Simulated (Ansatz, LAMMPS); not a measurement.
# Relaxing amorphous Si at 2.15 g/cm^3 (80 atoms), part 2 of 4

Aim: bring amorphous Si at 2.15 g/cm^3 (80 atoms) to a nearby minimum of the energy and see what moves.

Ansatz 0.2.0; Kohn-Sham DFT, PBE, PAW (set soft_2), plane waves.

The cell: 80 Si. The quench rate of 10 K/ps far exceeds what a furnace or splat quench reaches. The starting topology of bonds comes from the classical model. Sampling is at Γ alone, for a cell whose shortest periodic width is 12 Å.

So far. Step 3 (Single point at the start): Neighbours are counted within 2.73 Å (Si-Si).

**4. Relaxation**

The atoms are relaxed in the fixed cell, aiming at the force tolerance of the input.

Contents of input.yaml:

```yaml
crystal:
  lattice:
    - [12.0113, 0.0, 0.0]
    - [0.0, 12.0113, 0.0]
    - [0.0, 0.0, 12.0113]
  atoms:
    [... the 80 atom lines of step 3 ...]
kpoints:
  mp_grid: { grid: [1, 1, 1] }
hamiltonian:
  xc: pbe
scf:
  occupations: { method: fermi_dirac, width: 0.025 }
output:
  forces: true
relax:
  f_tol: 0.04
  max_steps: 250
```

Launch:

```bash
$ ansatz run input.yaml --threads 4 --pin off --max-ram 8192MiB --backend cpu --events-out ev --progress --plain --runs-dir out
```

Numbers of over 12 decimals in the logs are rounded to 6 here.

Output:

```text
[...]
Crystal: 80 atoms, lattice volume = 1732.886 Å³
Basis set: ecut = 420 eV, 33833 PW (Γ), exchange–correlation on 162×162×162 points (8 copies of the dense FFT grid, shifted against one another)
Bands: 240, of which v1, the nominal top of the filled ones, is band 160 counted from 1 (159 counted from 0)
Symmetry: 1 space group operations
[...]
k-points: 1
[...]
SCF iter   1: F=—  HF=-50848.042104 eV  |F-HF|=—  |Δ(HF+E_count)|=         —  Δρ=3.13e-3  dr2=4.58e-1  ethr=1.77e-3  ⟨swp⟩=6.0  Hψ=1108  notcnv=0  defer=40
[...]
SCF iter   7: F=-50848.012462 eV  HF=-50848.012470 eV  |F-HF|=7.40e-6  |Δ(HF+E_count)|=   3.55e-5  Δρ=1.59e-5  dr2=2.71e-5  ethr=1.25e-8  ⟨swp⟩=3.0  Hψ=736  notcnv=0
SCF 1 converged in 7 iterations: F = -50848.012462 eV  dr2 = 2.71e-5
[...]
relax step   1: F+E_penalty+E_count = -50848.01246219 eV  Δ(F+E_penalty+E_count) = +0.000e0 eV  max|allowed force component| = 8.401e-1 eV/Å  Δτ_max = 0.0000 Å  (7 SCF iters, dr2 threshold 4.00e-5 eV, accepted)
[...]
relax step   2: F+E_penalty+E_count = -50848.97362839 eV  Δ(F+E_penalty+E_count) = -9.612e-1 eV  max|allowed force component| = 4.110e-1 eV/Å  Δτ_max = 0.1634 Å  (7 SCF iters, dr2 threshold 4.41e-5 eV, accepted)
[...]
relax step   3: F+E_penalty+E_count = -50849.26219437 eV  Δ(F+E_penalty+E_count) = -2.886e-1 eV  max|allowed force component| = 3.805e-1 eV/Å  Δτ_max = 0.2000 Å  (8 SCF iters, dr2 threshold 1.06e-5 eV, accepted)
relax step   4: F+E_penalty+E_count = -50849.53803605 eV  Δ(F+E_penalty+E_count) = -2.758e-1 eV  max|allowed force component| = 7.288e-1 eV/Å  Δτ_max = 0.1914 Å  (7 SCF iters, dr2 threshold 3.46e-5 eV, accepted)
relax step   5: F+E_penalty+E_count = -50849.82498959 eV  Δ(F+E_penalty+E_count) = -2.870e-1 eV  max|allowed force component| = 9.192e-1 eV/Å  Δτ_max = 0.1955 Å  (7 SCF iters, dr2 threshold 1.00e-4 eV, accepted)
relax step   6: F+E_penalty+E_count = -50850.09758731 eV  Δ(F+E_penalty+E_count) = -2.726e-1 eV  max|allowed force component| = 6.015e-1 eV/Å  Δτ_max = 0.1947 Å  (6 SCF iters, dr2 threshold 1.00e-4 eV, accepted)
relax step   7: F+E_penalty+E_count = -50850.33177528 eV  Δ(F+E_penalty+E_count) = -2.342e-1 eV  max|allowed force component| = 3.472e-1 eV/Å  Δτ_max = 0.1952 Å  (5 SCF iters, dr2 threshold 1.00e-4 eV, accepted)
relax step   8: F+E_penalty+E_count = -50850.47241522 eV  Δ(F+E_penalty+E_count) = -1.406e-1 eV  max|allowed force component| = 1.432e-1 eV/Å  Δτ_max = 0.2000 Å  (6 SCF iters, dr2 threshold 4.01e-5 eV, accepted)
relax step   9: F+E_penalty+E_count = -50850.49782664 eV  Δ(F+E_penalty+E_count) = -2.541e-2 eV  max|allowed force component| = 8.987e-2 eV/Å  Δτ_max = 0.0804 Å  (6 SCF iters, dr2 threshold 3.49e-6 eV, accepted)
relax step  10: F+E_penalty+E_count = -50850.50592958 eV  Δ(F+E_penalty+E_count) = -8.103e-3 eV  max|allowed force component| = 6.028e-2 eV/Å  Δτ_max = 0.0318 Å  (7 SCF iters, accepted)
relax step  11: F+E_penalty+E_count = -50850.50918413 eV  Δ(F+E_penalty+E_count) = -3.255e-3 eV  max|allowed force component| = 5.512e-2 eV/Å  Δτ_max = 0.0264 Å  (7 SCF iters, accepted)
relax step  12: F+E_penalty+E_count = -50850.52022988 eV  Δ(F+E_penalty+E_count) = -1.105e-2 eV  max|allowed force component| = 1.039e-1 eV/Å  Δτ_max = 0.1028 Å  (8 SCF iters, accepted)
relax step  13: F+E_penalty+E_count = -50850.54709115 eV  Δ(F+E_penalty+E_count) = -2.686e-2 eV  max|allowed force component| = 1.915e-1 eV/Å  Δτ_max = 0.1363 Å  (6 SCF iters, dr2 threshold 9.02e-6 eV, accepted)
relax step  14: F+E_penalty+E_count = -50850.59541208 eV  Δ(F+E_penalty+E_count) = -4.832e-2 eV  max|allowed force component| = 1.988e-1 eV/Å  Δτ_max = 0.1903 Å  (5 SCF iters, dr2 threshold 3.67e-5 eV, accepted)
relax step  15: F+E_penalty+E_count = -50850.65580528 eV  Δ(F+E_penalty+E_count) = -6.039e-2 eV  max|allowed force component| = 2.842e-1 eV/Å  Δτ_max = 0.1951 Å  (6 SCF iters, dr2 threshold 3.95e-5 eV, accepted)
relax step  16: F+E_penalty+E_count = -50850.69276740 eV  Δ(F+E_penalty+E_count) = -3.696e-2 eV  max|allowed force component| = 8.747e-2 eV/Å  Δτ_max = 0.1031 Å  (5 SCF iters, dr2 threshold 8.08e-5 eV, accepted)
relax step  17: F+E_penalty+E_count = -50850.70055612 eV  Δ(F+E_penalty+E_count) = -7.789e-3 eV  max|allowed force component| = 7.715e-2 eV/Å  Δτ_max = 0.0527 Å  (7 SCF iters, accepted)
relax step  18: F+E_penalty+E_count = -50850.70955447 eV  Δ(F+E_penalty+E_count) = -8.998e-3 eV  max|allowed force component| = 1.142e-1 eV/Å  Δτ_max = 0.1329 Å  (8 SCF iters, accepted)
relax step  19: F+E_penalty+E_count = -50850.71941539 eV  Δ(F+E_penalty+E_count) = -9.861e-3 eV  max|allowed force component| = 1.909e-1 eV/Å  Δτ_max = 0.1595 Å  (5 SCF iters, dr2 threshold 1.01e-5 eV, accepted)
relax step  20: F+E_penalty+E_count = -50850.72692825 eV  Δ(F+E_penalty+E_count) = -7.513e-3 eV  max|allowed force component| = 1.117e-1 eV/Å  Δτ_max = 0.0616 Å  (5 SCF iters, dr2 threshold 3.65e-5 eV, accepted)
relax step  21: F+E_penalty+E_count = -50850.73308920 eV  Δ(F+E_penalty+E_count) = -6.161e-3 eV  max|allowed force component| = 9.377e-2 eV/Å  Δτ_max = 0.0424 Å  (6 SCF iters, dr2 threshold 4.27e-6 eV, accepted)
relax step  22: F+E_penalty+E_count = -50850.73704955 eV  Δ(F+E_penalty+E_count) = -3.960e-3 eV  max|allowed force component| = 5.938e-2 eV/Å  Δτ_max = 0.0431 Å  (6 SCF iters, dr2 threshold 3.01e-6 eV, accepted)
relax step  23: F+E_penalty+E_count = -50850.74067818 eV  Δ(F+E_penalty+E_count) = -3.629e-3 eV  max|allowed force component| = 7.397e-2 eV/Å  Δτ_max = 0.0813 Å  (8 SCF iters, accepted)
relax step  24: F+E_penalty+E_count = -50850.74322838 eV  Δ(F+E_penalty+E_count) = -2.550e-3 eV  max|allowed force component| = 6.159e-2 eV/Å  Δτ_max = 0.0685 Å  (6 SCF iters, dr2 threshold 2.19e-6 eV, accepted)
relax step  25: F+E_penalty+E_count = -50850.74450668 eV  Δ(F+E_penalty+E_count) = -1.278e-3 eV  max|allowed force component| = 6.951e-2 eV/Å  Δτ_max = 0.0602 Å  (6 SCF iters, dr2 threshold 2.63e-6 eV, accepted)
relax step  26: F+E_penalty+E_count = -50850.74430481 eV  Δ(F+E_penalty+E_count) = +2.019e-4 eV  max|allowed force component| = 4.007e-2 eV/Å  Δτ_max = 0.0311 Å  (5 SCF iters, dr2 threshold 3.35e-6 eV, rejected (line search))
[...]
relax step  27: F+E_penalty+E_count = -50850.74562452 eV  Δ(F+E_penalty+E_count) = -1.118e-3 eV  max|allowed force component| = 1.117e-2 eV/Å  Δτ_max = 0.0151 Å  (7 SCF iters, accepted)
SCF converged after 7 iterations
Free energy (F): -50850.745625 eV
[...]
Internal energy: -50850.743468 eV  (E = F + TS)
E sigma→0 (E₀):  -50850.744546 eV
Entropy (-TS):   -0.002157 eV (-0.027 meV/atom)
Fermi energy:    5.626605 eV
[...]
--- Forces (eV/Å), atoms counted from 1 ---
  atom   1  Si    -0.00066304     0.00294491     0.00028193
  atom   2  Si    -0.00170356    -0.00217553    -0.00067809
  atom   3  Si    -0.00146970    -0.00323338     0.00132477
  atom   4  Si    -0.00288346     0.00389732     0.00055958
  atom   5  Si     0.00255416     0.00302160     0.00046480
  atom   6  Si    -0.00260731    -0.00288848    -0.00330055
  atom   7  Si    -0.00174148    -0.00008000     0.00038495
  atom   8  Si    -0.00348140    -0.00047313     0.00130152
  atom   9  Si     0.00196096    -0.00020523     0.00259140
  atom  10  Si    -0.00026149    -0.00126626    -0.00077585
  atom  11  Si     0.00033594    -0.00263301    -0.00233470
  atom  12  Si    -0.00155783    -0.00034491     0.00225974
  atom  13  Si     0.00211246    -0.00024398     0.00089128
  atom  14  Si    -0.00147603     0.00041954    -0.00025592
[...]
atom  79  Si     0.00227059     0.00083206    -0.00222005
  atom  80  Si    -0.00145227     0.00061678     0.00085075
  max |Σ_I F_I| component: 2.83e-5 eV/Å
--- Relaxed structure (27 steps of the walk, 26 accepted, 0 SCFs on fresh bases) ---
  F+E_penalty+E_count = -50850.74562452 eV   max|allowed force component| = 1.117e-2 eV/Å
  atoms:
    - { symbol: Si, position: [0.075807, 0.549587, 0.791983] }
    - { symbol: Si, position: [0.594593, 0.00698393, 0.558561] }
    - { symbol: Si, position: [0.075081, 0.365850, 0.527239] }
    - { symbol: Si, position: [0.511555, 0.511273, 0.714648] }
[...]
- { symbol: Si, position: [0.925395, 0.255775, 0.602591] }
```

It took 12 min on 4 threads of Intel Xeon at 2.50GHz (Skylake/Cascade Lake), shared host; peak memory 1.5 GiB.

Step by step (22 of 27):

```tsv
step	energy less that of the first step (eV)	largest force component (eV/Å)
1	0.0000	0.8401
2	-0.9612	0.4110
3	-1.2497	0.3805
5	-1.8125	0.9192
6	-2.0851	0.6015
7	-2.3193	0.3472
8	-2.4600	0.1432
10	-2.4935	0.0603
11	-2.4967	0.0551
12	-2.5078	0.1039
13	-2.5346	0.1915
15	-2.6433	0.2842
16	-2.6803	0.0875
17	-2.6881	0.0771
18	-2.6971	0.1142
20	-2.7145	0.1117
21	-2.7206	0.0938
22	-2.7246	0.0594
23	-2.7282	0.0740
25	-2.7320	0.0695
26	-2.7318	0.0401
27	-2.7332	0.0112
```

Relaxation step 26 was tried and not accepted.

The atoms that moved most (Å):

```tsv
atom	dx	dy	dz	length
Si52	-0.982	0.838	-0.337	1.334
Si11	-0.990	0.466	-0.262	1.125
Si73	0.704	0.274	0.182	0.777
Si62	-0.323	-0.083	0.667	0.746
Si50	0.506	-0.258	0.050	0.570
Si14	0.309	-0.213	0.380	0.534
Si6	-0.477	-0.154	0.055	0.504
Si28	0.302	0.114	-0.291	0.435
```

The relaxation changed the energy by -34.2 meV/atom, and atoms moved by 0.31 Å r.m.s., 1.3 Å at most.

**5. Distances and neighbours after relaxation**

Bonds before and after, by the cutoffs listed below:

```tsv
pair	bonds before	bonds after	mean before (Å)	mean after (Å)	spread before (Å)	spread after (Å)
Si-Si	161	159	2.402	2.393	0.064	0.053
```

Density 2.15 g/cm³, 21.66 Å³ an atom.

Pair distribution function in bins of 0.1 Å:

```tsv
r (Å)	total
2.15	0.00
2.25	0.17
2.35	7.49
2.45	4.13
2.55	0.14
2.65	0.00
2.75	0.06
2.85	0.00
2.95	0.10
3.05	0.00
3.15	0.09
3.25	0.04
3.35	0.19
3.45	0.58
3.55	1.23
3.65	1.52
3.75	2.08
3.85	2.79
3.95	1.99
4.05	1.57
4.15	1.18
4.25	1.19
4.35	0.78
4.45	0.90
4.55	0.54
4.65	0.70
4.75	0.71
4.85	0.62
4.95	0.70
5.05	0.88
5.15	1.02
5.25	0.97
5.35	1.03
5.45	1.07
5.55	1.24
5.65	1.23
5.75	1.02
5.85	1.27
5.95	1.38
```

Bonds by pair of elements; cutoffs follow the first minimum of g(r), held within bounds set by covalent radii, and pairs that aren't listed don't count as bonded:

```tsv
pair A-B	cutoff (Å)	bonds	mean length (Å)	spread (Å)	shortest (Å)	B about A	A about B
Si-Si	2.83	159	2.39	0.053	2.27	3.98	3.98
```

How many atoms have how many bonded neighbours:

```tsv
element	mean	3	4	5
Si	3.98	3	76	1
```

Bond angles, per cent of each kind in bins of 5°:

```tsv
angle (°)	Si-Si-Si
50–55	0.2
55–60	0.2
60–65	0.0
65–70	0.2
70–75	0.0
75–80	0.2
80–85	0.6
85–90	0.6
90–95	4.6
95–100	11.8
100–105	15.4
105–110	22.7
110–115	15.8
115–120	12.8
120–125	8.6
125–130	3.2
130–135	1.7
135–140	0.6
140–145	0.4
145–150	0.0
150–155	0.0
155–160	0.2
```

Bond angles (no mean is given where the spread exceeds 20°):

```tsv
angle	count	mean (°)	spread (°)
Si-Si-Si	475	109	11
```

Bond length by coordination (bonds to H left out):

```tsv
element	coordination	atoms	mean bond length (Å)
Si	3	3	2.37
Si	4	76	2.39
Si	5	1	2.49
```

Rings of the network by King's shortest-path rule, up to 12 atoms, one path for each pair of neighbours; H, halogens, alkali and alkaline-earth atoms are left out, and the last column divides by all other atoms, bonded or not:

```tsv
ring size (atoms)	rings	per network atom
3	1	0.012
4	2	0.025
5	43	0.538
6	46	0.575
7	27	0.338
8	10	0.125
9	1	0.012
```

The first maximum of g(r) stands at about 2.4 Å. Counting bonds as in the table, 95 % of Si atoms have 4 bonded neighbours. The Si-Si-Si angle averages 109° with a spread of 11°. Bonds at Si atoms with 3 neighbours average 2.37 Å, against 2.39 Å at those with 4. Rings of 6 atoms are the most common (35 % of those counted); sizes run from 3 to 9.

(Continued in part 3 of 4.)

[Logs are printed without paths, hosts, clocks, repeated set-up lines and the standing remarks that a program may print on its own settings, such as how far it seeks lower states.]

[Hosts, paths, dates, database ids (printed as entryN), source tags and the programs' standing remarks are cut or masked in the printed files.]
